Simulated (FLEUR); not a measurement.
# Fe3Ge: which magnetic order is lowest, part 2 of 2

Aim: find out whether Fe3Ge carries moments, and which collinear order costs least.

FLEUR MaX-R8.1; PBEsol; all-electron FLAPW, Dirac cores, scalar-relativistic bands.

So far. Step 2 (Run 1 (ferro ++++++)): After 23 cycles the largest moment stands at 2.23 μB.

## 3. Order 2, typed as antiferro +++---

Reversing part of the moments tests the sign of the couplings between them.

inp.xml reads:

```
<?xml version="1.0" encoding="UTF-8" standalone="no"?>
<fleurInput fleurInputVersion="0.39">
   <comment>
      Fe3Ge
   </comment>
   <calculationSetup>
      <cutoffs Kmax="3.6" Gmax="10.8" GmaxXC="10.8" numbands="0"/>
      <scfLoop itmax="90" minDistance="0.00002" maxIterBroyd="15" imix="Anderson" alpha="0.05" precondParam="0.0" spinf="2.0" sdNocoIR="T"/>
      <coreElectrons ctail="T" frcor="F" kcrel="0" coretail_lmax="0"/>
      <xcFunctional name="PBEs" relativisticCorrections="F"/>
      <magnetism jspins="2"/>
      <soc l_soc="F" theta="0.0" phi="0.0" spav="F"/>
      <expertModes spex="0" secvar="F"/>
      <geometryOptimization l_f="F" forcealpha="1.0" forcemix="BFGS" epsdisp="0.00001" epsforce="0.00001"/>
      <ldaU l_linMix="F" mixParam="0.05" spinf="1.0"/>
   </calculationSetup>
   <cell>
      <bzIntegration valenceElectrons="124.0" mode="hist" fermiSmearingEnergy="0.00183747">
         <kPointListSelection listName="default-1"/>
         <xi:include xmlns:xi="http://www.w3.org/2001/XInclude" href="kpts.xml"> </xi:include>
      </bzIntegration>
      <xi:include xmlns:xi="http://www.w3.org/2001/XInclude" href="sym.xml"> </xi:include>
      <bulkLattice scale="1.0">
         <bravaisMatrix>
            <row-1>    9.7679943380951926     0.0000000000000000     0.0000000000000000</row-1>
            <row-2>   -4.8839971690286994     8.4593312408147323     0.0000000000000000</row-2>
            <row-3>    0.0000000000000000     0.0000000000000000     7.9784236980612002</row-3>
         </bravaisMatrix>
      </bulkLattice>
   </cell>
   <atomSpecies>
      <species name="Iron (Fe) 2.800" element="Fe" atomicNumber="26">
         <mtSphere radius="2.3" gridPoints="761" logIncrement="0.016"/>
         <atomicCutoffs lmax="8" lnonsphr="6"/>
         <electronConfig flipSpins="F">
            <coreConfig>(1s1/2) (2s1/2) (2p1/2) (2p3/2)</coreConfig>
            <valenceConfig>(3s1/2) (3p1/2) (3p3/2) (4s1/2) (3d3/2) (3d5/2)</valenceConfig>
            <stateOccupation state="(3d3/2)" spinUp="1.4" spinDown="1.0"/>
            <stateOccupation state="(3d5/2)" spinUp="3.0" spinDown="0.6"/>
         </electronConfig>
         <energyParameters s="4" p="4" d="3" f="4"/>
         <lo type="SCLO" l="0" n="3" eDeriv="0"/>
         <lo type="SCLO" l="1" n="3" eDeriv="0"/>
      </species>
      <species name="Iron (Fe) -2.800" element="Fe" atomicNumber="26">
         <mtSphere radius="2.3" gridPoints="761" logIncrement="0.016"/>
         <atomicCutoffs lmax="8" lnonsphr="6"/>
         <electronConfig flipSpins="F">
            <coreConfig>(1s1/2) (2s1/2) (2p1/2) (2p3/2)</coreConfig>
            <valenceConfig>(3s1/2) (3p1/2) (3p3/2) (4s1/2) (3d3/2) (3d5/2)</valenceConfig>
            <stateOccupation state="(3d3/2)" spinUp="1.0" spinDown="1.4"/>
            <stateOccupation state="(3d5/2)" spinUp="0.6" spinDown="3.0"/>
         </electronConfig>
         <energyParameters s="4" p="4" d="3" f="4"/>
         <lo type="SCLO" l="0" n="3" eDeriv="0"/>
         <lo type="SCLO" l="1" n="3" eDeriv="0"/>
      </species>
      <species name="Germanium (Ge)" element="Ge" atomicNumber="32">
         <mtSphere radius="2.46" gridPoints="813" logIncrement="0.015"/>
         <atomicCutoffs lmax="10" lnonsphr="8"/>
         <electronConfig flipSpins="F">
            <coreConfig>(1s1/2) (2s1/2) (2p1/2) (2p3/2) (3s1/2) (3p1/2) (3p3/2)</coreConfig>
            <valenceConfig>(4s1/2) (3d3/2) (3d5/2) (4p1/2) (4p3/2)</valenceConfig>
            <stateOccupation state="(4p1/2)" spinUp="0.333333" spinDown="0.333333"/>
            <stateOccupation state="(4p3/2)" spinUp="0.666667" spinDown="0.666667"/>
         </electronConfig>
         <energyParameters s="4" p="4" d="3" f="4"/>
      </species>
   </atomSpecies>
   <atomGroups>
      <atomGroup species="Iron (Fe) 2.800">
         <relPos label="                   1">-.1610000000 -.3220000000 1.000/4.000</relPos>
         <relPos label="                   3">.3220000000 .1610000000 1.000/4.000</relPos>
         <force calculate="T" relaxXYZ="TTT"/>
      </atomGroup>
      <atomGroup species="Iron (Fe) 2.800">
         <relPos label="                   2">.1610000000 -.1610000000 -1.000/4.000</relPos>
         <force calculate="T" relaxXYZ="TTT"/>
      </atomGroup>
      <atomGroup species="Iron (Fe) -2.800">
         <relPos label="                   4">.1610000000 .3220000000 -1.000/4.000</relPos>
         <relPos label="                   6">-.3220000000 -.1610000000 -1.000/4.000</relPos>
         <force calculate="T" relaxXYZ="TTT"/>
      </atomGroup>
      <atomGroup species="Iron (Fe) -2.800">
         <relPos label="                   5">-.1610000000 .1610000000 1.000/4.000</relPos>
         <force calculate="T" relaxXYZ="TTT"/>
      </atomGroup>
      <atomGroup species="Germanium (Ge)">
         <relPos label="                   7">1.000/3.000 -1.000/3.000 1.000/4.000</relPos>
         <force calculate="T" relaxXYZ="TTT"/>
      </atomGroup>
      <atomGroup species="Germanium (Ge)">
         <relPos label="                   8">-1.000/3.000 1.000/3.000 -1.000/4.000</relPos>
         <force calculate="T" relaxXYZ="TTT"/>
      </atomGroup>
   </atomGroups>
   <output dos="F" band="F" slice="F">
      <bandDOS minEnergy="-.5*Htr" maxEnergy="0.5*Htr" sigma="0.015" storeEVData="T"/>
      <plotting iplot="0" polar="F">
         <plot TwoD="T" vec1="  1.0  0.0  0.0" vec2="  0.0  1.0  0.0" vec3="  0.0  0.0  1.0" zero="  0.0  0.0  0.0" file="plot"/>
      </plotting>
      <moessbauerParams electricFieldGradient="F" isomerShift="F" coreHyperfine="F" valenceHyperfine="F"/>
   </output>
</fleurInput>
```

crystal.txt reads:

```
Fe3Ge
&input film=F cartesian=F /
5.16900000002  0.00000000000  0.00000000000
-2.58450000000  4.47648531218  0.00000000000
0.00000000000  0.00000000000  4.22200000000
1.8897261246
1.0 1.0 1.0

8
26 0.83900000000  0.67800000000  0.25000000000 : 2.800
26 0.16100000000  0.83900000000  0.75000000000 : 2.800
26 0.32200000000  0.16100000000  0.25000000000 : 2.800
26 0.16100000000  0.32200000000  0.75000000000 : -2.800
26 0.83900000000  0.16100000000  0.25000000000 : -2.800
26 0.67800000000  0.83900000000  0.75000000000 : -2.800
32 0.33333333330  0.66666666670  0.25000000000
32 0.66666666670  0.33333333330  0.75000000000

&kpt div1=6 div2=6 div3=6 gamma=T /
```

On the command line:

```sh
OMP_NUM_THREADS=1 inpgen -f crystal.txt > inpgen.log  # inp.xml is then edited as shown
OMP_NUM_THREADS=1 mpirun -n 4 fleur_MPI > fleur.log
```

Output:

```text
[banner, memory and clock lines left out]
Welcome to FLEUR        (www.flapw.de)
      MaX-Release 8.1          (www.max-centre.eu)

 ========== k-point set info ==========
 Selected k-point list: default-1
 k-point list type: mesh
 6 x 6 x 6
 Number of k points: 52

 ------------Calculation Setup---------------------------
 Number of PE/node        :            4
 Number of OMP-threads    :            1
 k-points in parallel     :            4
 pe's per k-point         :            1
 No of k-point loops      :           13
 Eigenvalue solver        :       lapack
 Number of basis functions:          577
 Approximate size of matrices (H+S) per k-point:         0.010 GB
 Iteration:     1   Distance:      13.75000059 me/bohr^3
 Iteration:     2   Distance:      12.97952734 me/bohr^3
 Iteration:     3   Distance:      10.97789726 me/bohr^3
 Iteration:     4   Distance:       7.20537796 me/bohr^3
 Iteration:     5   Distance:       4.39663818 me/bohr^3
 Iteration:     6   Distance:       3.63145560 me/bohr^3
 Iteration:     7   Distance:       1.88278151 me/bohr^3
 Iteration:     8   Distance:       1.65356004 me/bohr^3
 Iteration:     9   Distance:       1.17581462 me/bohr^3
 Iteration:    10   Distance:       0.79609485 me/bohr^3
[... 18 iterations left out ...]
 Iteration:    29   Distance:       0.00061465 me/bohr^3
 Iteration:    30   Distance:       0.00062100 me/bohr^3
 Iteration:    31   Distance:       0.00061142 me/bohr^3
 Iteration:    32   Distance:       0.00047460 me/bohr^3
 Iteration:    33   Distance:       0.00041572 me/bohr^3
 Iteration:    34   Distance:       0.00026424 me/bohr^3
 Iteration:    35   Distance:       0.00023725 me/bohr^3
 Iteration:    36   Distance:       0.00008061 me/bohr^3
 Iteration:    37   Distance:       0.00004589 me/bohr^3
 Iteration:    38   Distance:       0.00001892 me/bohr^3

 ********************************************************************
 Run finished successfully
 Stop message:
   all done
 ********************************************************************

--- out.xml (last complete iteration) ---
<iteration numberForCurrentRun="   38" overallNumber="   38">
         [... left out ...]
         <bandgap value="0.0000006723" units="eV"/>
         <sumValenceSingleParticleEnergies value="-85.7894946953" units="Htr"/>
         <FermiEnergy value="0.3798131975" units="Htr"/>
         <valenceDensity>
            <mtCharges spin="1">
               <mtCharge atomType="1" total="8.4901609" s="1.1848672" p="3.1896636" d="4.1002903" f="0.0123988"/>
               <mtCharge atomType="2" total="8.4488807" s="1.1798151" p="3.1907700" d="4.0632640" f="0.0121279"/>
               <mtCharge atomType="3" total="6.4400324" s="1.1747403" p="3.1822002" d="2.0678847" f="0.0122737"/>
               <mtCharge atomType="4" total="6.4974799" s="1.1739473" p="3.1814029" d="2.1276900" f="0.0115665"/>
               <mtCharge atomType="5" total="6.4476972" s="0.6015764" p="0.7840919" d="5.0325360" f="0.0224266"/>
               <mtCharge atomType="6" total="6.4484785" s="0.5991769" p="0.7888311" d="5.0316046" f="0.0219647"/>
            </mtCharges>
            <mtCharges spin="2">
               <mtCharge atomType="1" total="6.4400314" s="1.1747403" p="3.1822001" d="2.0678838" f="0.0122737"/>
               <mtCharge atomType="2" total="6.4974784" s="1.1739473" p="3.1814029" d="2.1276885" f="0.0115665"/>
               <mtCharge atomType="3" total="8.4901600" s="1.1848672" p="3.1896636" d="4.1002894" f="0.0123988"/>
               <mtCharge atomType="4" total="8.4488792" s="1.1798151" p="3.1907701" d="4.0632624" f="0.0121279"/>
               <mtCharge atomType="5" total="6.4484785" s="0.5991769" p="0.7888311" d="5.0316046" f="0.0219647"/>
               <mtCharge atomType="6" total="6.4476972" s="0.6015764" p="0.7840919" d="5.0325360" f="0.0224266"/>
            </mtCharges>
            <spinDependentCharge spin="1" total="62.0000032" interstitial="4.2970805" mtSpheres="57.7029228"/>
            <spinDependentCharge spin="2" total="61.9999968" interstitial="4.2970807" mtSpheres="57.7029160"/>
            <totalCharge value="124.0000000000"/>
         </valenceDensity>
         [... left out ...]
         <magneticMomentsInMTSpheres units="muBohr">
            <globalMagMoment atomType="1" vec="0.00000   0.00000   2.05013"/>
            <localMagMoment atomType="1" vec="0.00000   0.00000   2.05013"/>
            <globalMagMoment atomType="2" vec="0.00000   0.00000   1.95140"/>
            <localMagMoment atomType="2" vec="0.00000   0.00000   1.95140"/>
            <globalMagMoment atomType="3" vec="0.00000   0.00000  -2.05013"/>
            <localMagMoment atomType="3" vec="0.00000   0.00000  -2.05013"/>
            <globalMagMoment atomType="4" vec="0.00000   0.00000  -1.95140"/>
            <localMagMoment atomType="4" vec="0.00000   0.00000  -1.95140"/>
            <globalMagMoment atomType="5" vec="0.00000   0.00000  -0.00078"/>
            <localMagMoment atomType="5" vec="0.00000   0.00000  -0.00078"/>
            <globalMagMoment atomType="6" vec="0.00000   0.00000   0.00078"/>
            <localMagMoment atomType="6" vec="0.00000   0.00000   0.00078"/>
         </magneticMomentsInMTSpheres>
         [... left out ...]
         <totalEnergy value="   -11824.9399207529" units="Htr">
            <sumOfEigenvalues value="    -6809.7015007771">
               <coreElectrons value="-6723.9120060818"/>
               <valenceElectrons value="-85.7894946953"/>
            </sumOfEigenvalues>
            <densityCoulombPotentialIntegral value="-18190.3167062597"/>
            <densityEffectivePotentialIntegral value="-18825.9234678895"/>
            <chargeDenXCDenIntegral value="-485.0534554086"/>
            <FockExchangeEnergyValence value="0.0000000000"/>
            <FockExchangeEnergyCore value="0.0000000000"/>
         [... left out ...]
            <tkbTimesEntropy value="0.0024498110"/>
            <freeEnergy value="-11824.9423705639"/>
            <extrapolationTo0K value="-11824.9411456584"/>
         </totalEnergy>
         <densityConvergence units="me/bohr^3">
            <chargeDensity spin="1" distance="0.0000128345"/>
            <chargeDensity spin="2" distance="0.0000128178"/>
            <overallChargeDensity distance="0.0000173219"/>
            <spinDensity distance="0.0000189208"/>
         </densityConvergence>
      </iteration>
```

It took 7.2 min on 4 MPI ranks of Arm Neoverse V1, shared host; peak memory 0.67 GiB.

Spin moment in the muffin-tin sphere by atom:

```csv
atom,spin moment in the muffin-tin sphere (μB)
Fe1,2.05
Fe2,1.95
Fe3,2.05
Fe4,-2.05
Fe5,-1.95
Fe6,-2.05
Ge7,0.00
Ge8,0.00
```

Read from the output:

| Property | Result |
| --- | --- |
| free energy | -321773.0742 eV |
| program's band gap on this mesh (in a metal only a level spacing) | 6.72e-7 eV |
| magnetization | 0 μB |
| final state | antiferromagnetic |

It lies 148 meV a seeded atom over the first start, and its largest moment is 2.05 μB against 2.23 μB.

## 4. Run 3 (no spin polarisation)

A spinless run gives the zero against which the gain from the moments is read.

inp.xml reads:

```
<?xml version="1.0" encoding="UTF-8" standalone="no"?>
<fleurInput fleurInputVersion="0.39">
   <comment>
      Fe3Ge
   </comment>
   <calculationSetup>
      <cutoffs Kmax="3.6" Gmax="10.8" GmaxXC="10.8" numbands="0"/>
      <scfLoop itmax="90" minDistance="0.00002" maxIterBroyd="15" imix="Anderson" alpha="0.05" precondParam="0.0" spinf="2.0" sdNocoIR="T"/>
      <coreElectrons ctail="T" frcor="F" kcrel="0" coretail_lmax="0"/>
      <xcFunctional name="PBEs" relativisticCorrections="F"/>
      <magnetism jspins="1"/>
      <soc l_soc="F" theta="0.0" phi="0.0" spav="F"/>
      <expertModes spex="0" secvar="F"/>
      <geometryOptimization l_f="F" forcealpha="1.0" forcemix="BFGS" epsdisp="0.00001" epsforce="0.00001"/>
      <ldaU l_linMix="F" mixParam="0.05" spinf="1.0"/>
   </calculationSetup>
   <cell>
      <bzIntegration valenceElectrons="124.0" mode="hist" fermiSmearingEnergy="0.00183747">
         <kPointListSelection listName="default-1"/>
         <xi:include xmlns:xi="http://www.w3.org/2001/XInclude" href="kpts.xml"> </xi:include>
      </bzIntegration>
      <xi:include xmlns:xi="http://www.w3.org/2001/XInclude" href="sym.xml"> </xi:include>
      <bulkLattice scale="1.0">
         <bravaisMatrix>
            <row-1>    9.7679943380951926    -0.0000000000188973     0.0000000000000000</row-1>
            <row-2>   -4.8839971690475963     8.4593312408147323     0.0000000000000000</row-2>
            <row-3>    0.0000000000000000     0.0000000000000000     7.9784236980612002</row-3>
         </bravaisMatrix>
      </bulkLattice>
   </cell>
   <atomSpecies>
      <species name="Iron (Fe)" element="Fe" atomicNumber="26">
         <mtSphere radius="2.3" gridPoints="761" logIncrement="0.016"/>
         <atomicCutoffs lmax="8" lnonsphr="6"/>
         <electronConfig flipSpins="F">
            <coreConfig>(1s1/2) (2s1/2) (2p1/2) (2p3/2)</coreConfig>
            <valenceConfig>(3s1/2) (3p1/2) (3p3/2) (4s1/2) (3d3/2) (3d5/2)</valenceConfig>
            <stateOccupation state="(3d3/2)" spinUp="1.200000" spinDown="1.200000"/>
            <stateOccupation state="(3d5/2)" spinUp="1.800000" spinDown="1.800000"/>
         </electronConfig>
         <energyParameters s="4" p="4" d="3" f="4"/>
         <lo type="SCLO" l="0" n="3" eDeriv="0"/>
         <lo type="SCLO" l="1" n="3" eDeriv="0"/>
      </species>
      <species name="Germanium (Ge)" element="Ge" atomicNumber="32">
         <mtSphere radius="2.46" gridPoints="813" logIncrement="0.015"/>
         <atomicCutoffs lmax="10" lnonsphr="8"/>
         <electronConfig flipSpins="F">
            <coreConfig>(1s1/2) (2s1/2) (2p1/2) (2p3/2) (3s1/2) (3p1/2) (3p3/2)</coreConfig>
            <valenceConfig>(4s1/2) (3d3/2) (3d5/2) (4p1/2) (4p3/2)</valenceConfig>
            <stateOccupation state="(4p1/2)" spinUp="0.333333" spinDown="0.333333"/>
            <stateOccupation state="(4p3/2)" spinUp="0.666667" spinDown="0.666667"/>
         </electronConfig>
         <energyParameters s="4" p="4" d="3" f="4"/>
      </species>
   </atomSpecies>
   <atomGroups>
      <atomGroup species="Iron (Fe)">
         <relPos label="                   1">-.1610000000 -.3220000000 1.000/4.000</relPos>
         <relPos label="                   2">.1610000000 -.1610000000 -1.000/4.000</relPos>
         <relPos label="                   3">.3220000000 .1610000000 1.000/4.000</relPos>
         <relPos label="                   4">.1610000000 .3220000000 -1.000/4.000</relPos>
         <relPos label="                   5">-.1610000000 .1610000000 1.000/4.000</relPos>
         <relPos label="                   6">-.3220000000 -.1610000000 -1.000/4.000</relPos>
         <force calculate="T" relaxXYZ="TTT"/>
      </atomGroup>
      <atomGroup species="Germanium (Ge)">
         <relPos label="                   7">1.000/3.000 -1.000/3.000 1.000/4.000</relPos>
         <relPos label="                   8">-1.000/3.000 1.000/3.000 -1.000/4.000</relPos>
         <force calculate="T" relaxXYZ="TTT"/>
      </atomGroup>
   </atomGroups>
   <output dos="F" band="F" slice="F">
      <bandDOS minEnergy="-.5*Htr" maxEnergy="0.5*Htr" sigma="0.015" storeEVData="T"/>
      <plotting iplot="0" polar="F">
         <plot TwoD="T" vec1="  1.0  0.0  0.0" vec2="  0.0  1.0  0.0" vec3="  0.0  0.0  1.0" zero="  0.0  0.0  0.0" file="plot"/>
      </plotting>
      <moessbauerParams electricFieldGradient="F" isomerShift="F" coreHyperfine="F" valenceHyperfine="F"/>
   </output>
</fleurInput>
```

crystal.txt reads:

```
Fe3Ge
&input film=F cartesian=F /
5.16900000002  -0.00000000001  0.00000000000
-2.58450000001  4.47648531218  0.00000000000
0.00000000000  0.00000000000  4.22200000000
1.8897261246
1.0 1.0 1.0

8
26 0.83900000000  0.67800000000  0.25000000000
26 0.16100000000  0.83900000000  0.75000000000
26 0.32200000000  0.16100000000  0.25000000000
26 0.16100000000  0.32200000000  0.75000000000
26 0.83900000000  0.16100000000  0.25000000000
26 0.67800000000  0.83900000000  0.75000000000
32 0.33333333333  0.66666666667  0.25000000000
32 0.66666666667  0.33333333333  0.75000000000

&kpt div1=6 div2=6 div3=6 gamma=T /
```

Output:

```text
[banner, memory and clock lines left out]
Welcome to FLEUR        (www.flapw.de)
      MaX-Release 8.1          (www.max-centre.eu)

 ========== k-point set info ==========
 Selected k-point list: default-1
 k-point list type: mesh
 6 x 6 x 6
 Number of k points: 28

 [... set-up left out ...]
 Iteration:     1   Distance:       9.94314519 me/bohr^3
 Iteration:     2   Distance:       8.67351239 me/bohr^3
 Iteration:     3   Distance:       6.25636686 me/bohr^3
 Iteration:     4   Distance:       2.70042294 me/bohr^3
 Iteration:     5   Distance:       2.22036942 me/bohr^3
[...]
<FermiEnergy value="0.3695547839" units="Htr"/>
         [... left out ...]
         <totalEnergy value="   -11824.8843029321" units="Htr">
            <sumOfEigenvalues value="    -6810.4863411808">
               <coreElectrons value="-6724.5916447409"/>
               <valenceElectrons value="-85.8946964399"/>
            </sumOfEigenvalues>
         [... left out ...]
            <freeEnergy value="-11824.8921795407"/>
            <extrapolationTo0K value="-11824.8882412364"/>
         </totalEnergy>
         <densityConvergence units="me/bohr^3">
            <chargeDensity spin="1" distance="0.0000144147"/>
         </densityConvergence>
      </iteration>
```

It took 34 s on 4 MPI ranks; peak memory 0.25 GiB; 2.2 min of CPU time.

Numbers from this step:

- free energy: -321771.7084 eV
- program's band gap on this mesh (in a metal only a level spacing): 0.002147 eV
- final state: non-magnetic (no spin polarisation)

It lies 376 meV a seeded atom over the first start.

## 5. Energies of the orders

Free energies are divided by the number of seeded atoms.

Orders:

```csv
start,final state,typed order kept,energy over the lowest (meV a seeded atom),largest sphere moment (μB),net moment (μB a primitive cell),mesh matched,CPU time (s)
ferro ++++++,"ferromagnetic, with opposed induced moments",yes,0,2.232,13.02,yes,294.6
antiferro +++---,antiferromagnetic,yes,148.3,2.05,0,yes,1729
no spin polarisation,non-magnetic,-,375.9,0,0,yes,134
```

## 6. Results

| Property | Result |
| --- | --- |
| lowest state found | ferromagnetic (typed ferro ++++++) |
| largest site spin moment | 2.23 μB |
| next finished state | antiferromagnetic, 148 meV a seeded atom higher |
| energy gained by spin polarisation | 376 meV a seeded atom |

What this shows: The lowest state found is ferromagnetic, reached from the start ferro ++++++, with moments up to 2.23 μB. The next finished state costs 148 meV a seeded atom. This is the lowest of 3 finished starts, no proof of the ground state. With 6 seeded atoms in the first cell, sign patterns within that cell may remain untried.

[Logs and program files are shortened in this print: banners, set-up blocks, solver, clock and traceback lines can be left out without a mark of their own.]

[Logs are printed without paths, hosts, clocks, repeated set-up lines and the standing remarks that a program may print on its own settings, such as how far it seeks lower states.]

[Hosts, paths, dates, database ids (printed as entryN), source tags and the programs' standing remarks are cut or masked in the printed files.]

[Where a cell is said to come from a database of computed structures, the database is the Materials Project.]
